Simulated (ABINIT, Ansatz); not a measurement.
# SnSe2 (P-3m1): zone-centre phonons

Aim: the zone-centre modes of SnSe2 (P-3m1).

Main program and level: ABINIT 10.8.3; DFT LDA, scalar-relativistic, plane waves, HGH norm-conserving pseudopotentials.

Report form: the programs' logs are mostly left out.

## (1) The starting structure

It takes space group P-3m1 (No. 164, trigonal). Conventional cell: a = 3.807 Å, b = 3.807 Å, c = 5.866 Å, α = 90.00°, β = 90.00°, γ = 120.00°. Nearest to Sn lie 6 Se at 2.70 Å. Nearest to Se lie 3 Sn at 2.70 Å. Farther neighbours and most contacts between anions are not listed.

## (2) Relaxation

The harmonic expansion needs vanishing forces, and a free crystal bears no stress, so cell and atoms are brought to rest. Stress is more sensitive to the basis than forces are: the last 3 Ha under the cutoff are smoothed with ecutsm.

The starting cell comes from a relaxation made beforehand in Ansatz (LDA, PseudoDojo NC).

Input file relax.abi:

```
# relaxation
ionmov 2
optcell 2
dilatmx 1.08
ntime 40
tolmxf 1.0d-05
tolvrs 1.0d-14
prtwf 0
prtden 0
chksymtnons 0

# basis, mesh and filling
ecut 26.0
ecutsm 3.0
ixc 7
ngkpt 9 9 6
nshiftk 1
shiftk 0.0 0.0 0.0
istwfk *1
occopt 7
tsmear 0.001
nband 14
nstep 100
diemac 9.0
prtebands 0
prtgsr 0
useylm 1

# cell and atoms
acell 3*1.0 Angstrom
rprim 
    3.806619913 0.0 0.0
    -1.903309956 3.296629547 0.0
    0.0 0.0 5.866359407
ntypat 2
znucl 50 34
natom 3
typat 1 2 2
xred 
    0.0 0.0 0.0
    1/3 2/3 0.2686979633
    2/3 1/3 0.7313020367
pp_dirpath "./pseudo"
pseudos "Sn.hgh, Se.hgh"
```

Run with:

```console
$ OMP_NUM_THREADS=1 mpirun -n 4 abinit relax.abi > relax.log
```

It took 5.5 min on 4 MPI ranks of Intel Xeon Platinum 8375C at 2.90GHz (Ice Lake), shared host.

Relaxation path:

```
step  energy less that of the first step (eV)  largest force (eV/Å)  volume (Å³)
   1                                   0.0000                0.1091        73.62
   2                                  -0.0008                0.0829        73.46
   3                                  -0.0018                0.0079        73.02
   4                                  -0.0018                0.0089        73.03
   5                                  -0.0019                0.0224        73.17
   6                                  -0.0020                0.0195        73.19
   7                                  -0.0020                0.0136        73.19
   8                                  -0.0020                0.0075        73.21
   9                                  -0.0020                0.0003        73.27
  10                                  -0.0020                0.0027        73.33
  11                                  -0.0020                0.0011        73.35
  12                                  -0.0020                0.0002        73.36
```

```
conventional cell, symmetrised  before  after  change
                         a (Å)   3.807  3.792  -0.4 %
                         b (Å)   3.807  3.792  -0.4 %
                         c (Å)   5.866  5.890  +0.4 %
              volume (Å³/atom)   24.54  24.45  -0.4 %
```

The atoms that moved most (Å, as changes of fractional coordinates times the final cell):

```
atom     dx     dy      dz  length
 Se3  0.000  0.000   0.014   0.014
 Se2  0.000  0.000  -0.014   0.014
```

The relaxed structure:

```
Sn Se
1.0
     3.79218    0.00000    0.00000
    -1.89609    3.28412    0.00000
     0.00000    0.00000    5.89012
Sn Se
1 2
Direct
  0.00000 0.00000 0.00000
  0.33333 0.66667 0.26637
  0.66667 0.33333 0.73363
```

Numbers from this step:

```yaml
volume_per_atom: 24.45 Å³
pressure: 1.85e-4 GPa
gap_on_the_k_mesh: 0.2114 eV
```

The volume changes by -0.4 % from the cell with which this run began.

## (3) Self-consistent run for the response

First-order wavefunctions inherit every error of the ground state, hence the very tight tolvrs. ecutsm is kept as in the relaxation, so that the cell stays at rest. Occupations are smeared.

Input file gs.abi:

```
# ground state
tolvrs 1.0d-16
prtden 1
prtwf 1

# basis, mesh and filling
ecut 26.0
ecutsm 3.0
ixc 7
ngkpt 9 9 6
nshiftk 1
shiftk 0.0 0.0 0.0
istwfk *1
occopt 7
tsmear 0.001
nband 14
nstep 100
diemac 9.0
prtebands 0
prtgsr 0
useylm 1

# cell and atoms
acell 3*1.0 Angstrom
rprim 
    3.792177184 0.0 0.0
    -1.896088592 3.284121777 0.0
    0.0 0.0 5.89011645
ntypat 2
znucl 50 34
natom 3
typat 1 2 2
xred 
    0.0 0.0 0.0
    1/3 2/3 0.2663685902
    2/3 1/3 0.7336314098
pp_dirpath "./pseudo"
pseudos "Sn.hgh, Se.hgh"
```

Run with:

```console
$ OMP_NUM_THREADS=1 mpirun -n 4 abinit gs.abi > gs.log
```

The job ended after 35 s (4 MPI ranks; 2.3 min of CPU time).

Numbers from this step:

| Item | Value |
| --- | --- |
| pressure | 1.78e-4 GPa |

The cell stands at 1.8e-4 GPa, close enough for phonons.

## (4) Linear response at Γ

At q = 0 one unit cell holds all displacements. The response is solved for single atoms along the cell's directions, and symmetry skips those that follow from others. The crystal is treated as a metal, which screens a static field, so no field response is asked.

Input file dfpt_gamma.abi:

```

# common to the responses
getwfk_filepath "gso_WFK"
kptopt 2
nqpt 1
qpt 0.0 0.0 0.0
asr 0
chneut 0

# displacements
rfphon 1
rfatpol 1 3
rfdir 1 1 1
tolvrs 1.0d-10
prtwf 0

# basis, mesh and filling
ecut 26.0
ecutsm 3.0
ixc 7
ngkpt 9 9 6
nshiftk 1
shiftk 0.0 0.0 0.0
istwfk *1
occopt 7
tsmear 0.001
nband 14
nstep 100
diemac 9.0
prtebands 0
prtgsr 0
useylm 1

# cell and atoms
acell 3*1.0 Angstrom
rprim 
    3.792177184 0.0 0.0
    -1.896088592 3.284121777 0.0
    0.0 0.0 5.89011645
ntypat 2
znucl 50 34
natom 3
typat 1 2 2
xred 
    0.0 0.0 0.0
    1/3 2/3 0.2663685902
    2/3 1/3 0.7336314098
pp_dirpath "./pseudo"
pseudos "Sn.hgh, Se.hgh"
```

Run with:

```console
$ OMP_NUM_THREADS=1 mpirun -n 4 abinit dfpt_gamma.abi > dfpt_gamma.log
```

It took 4.2 min on 4 MPI ranks; 17 min of CPU time.

This step gave:

| Item | Value |
| --- | --- |
| largest acoustic frequency at the zone centre before the sum rule | 1.66 cm⁻¹ |
| highest optical zone-centre mode (no LO-TO term) | 242.0 cm⁻¹ |
| lowest optical zone-centre mode | 126.3 cm⁻¹ |

The acoustic modes at Γ come out as far as 1.7 cm⁻¹ from zero, where they should vanish, a small numerical error.

## (5) Modes with the sum rule

anaddb reads the merged derivatives and imposes the acoustic sum rule.

Input file anaddb.abi:

```
ddb_filepath "gamma_DDB"
output_file "anaddb.abo"
outdata_prefix "anaddb"
asr 1
chneut 1
enunit 2
eivec 1
nph1l 1
qph1l 0.0 0.0 0.0 1.0
```

Input file mrgddb.in:

```
gamma_DDB
merged
2
dfpt_gammao_DDB
gso_DDB
```

Run with:

```console
$ mrgddb < mrgddb.in > mrgddb.log
$ OMP_NUM_THREADS=1 anaddb anaddb.abi > anaddb.log
```

Elapsed: 0.61 s, on 1 thread.

No LO-TO term; unit eigenvectors of the mass-weighted matrix, from anaddb's displacements. The modes at Γ (shares of kinetic energy by element, %):

```
mode  frequency (cm⁻¹)  Sn %  Se %
   1               0.0    43    57
   2               0.0    43    57
   3               0.0    43    57
   4             126.3     0   100
   5             126.3     0   100
   6             142.1    57    43
   7             142.1    57    43
   8             181.3     0   100
   9             242.0    57    43
```

Displacements in mode 4 (126.3 cm⁻¹), the largest set to 1:
```
Sn1  0.00  0.00  0.00
Se2  0.00 -1.00  0.00
Se3  0.00  1.00  0.00
```

Displacements in mode 9 (242.0 cm⁻¹), the largest set to 1:
```
Sn1  0.00  0.00  1.00
Se2  0.00  0.00 -0.75
Se3  0.00  0.00 -0.75
```

The rule moves no optical mode by more than 0.1 cm⁻¹.

## (6) What came out

```yaml
space_group_after_relaxation: P-3m1
volume_per_atom: 24.5 Å³
gap_on_the_k_mesh: 0.211 eV
highest_optical_zone_centre_mode_no_lo_to_term: 242.0 cm⁻¹
lowest_optical_zone_centre_mode: 126.3 cm⁻¹
imaginary_optical_modes_at_the_zone_centre_no_q_mesh_in_this_session: none
```

What this shows: At the LDA level the optical modes of SnSe2 (P-3m1) at the zone centre run from 126 to 242 cm⁻¹. A gap of 0.21 eV stands on the final mesh although smearing was kept, so ε∞, Born charges and the LO-TO term are missing. These are harmonic frequencies at zero temperature: anharmonic shifts and linewidths and thermal expansion are left out. The HGH files keep few electrons and have no core correction, which is cheap but rough for Sn.

[Host names and launcher messages were left out of these logs when they were recorded.]

[Logs are printed without paths, hosts, clocks, repeated set-up lines and the standing remarks that a program may print on its own settings, such as how far it seeks lower states.]

[Hosts, paths, dates, database ids (printed as entryN), source tags and the programs' standing remarks are cut or masked in the printed files.]
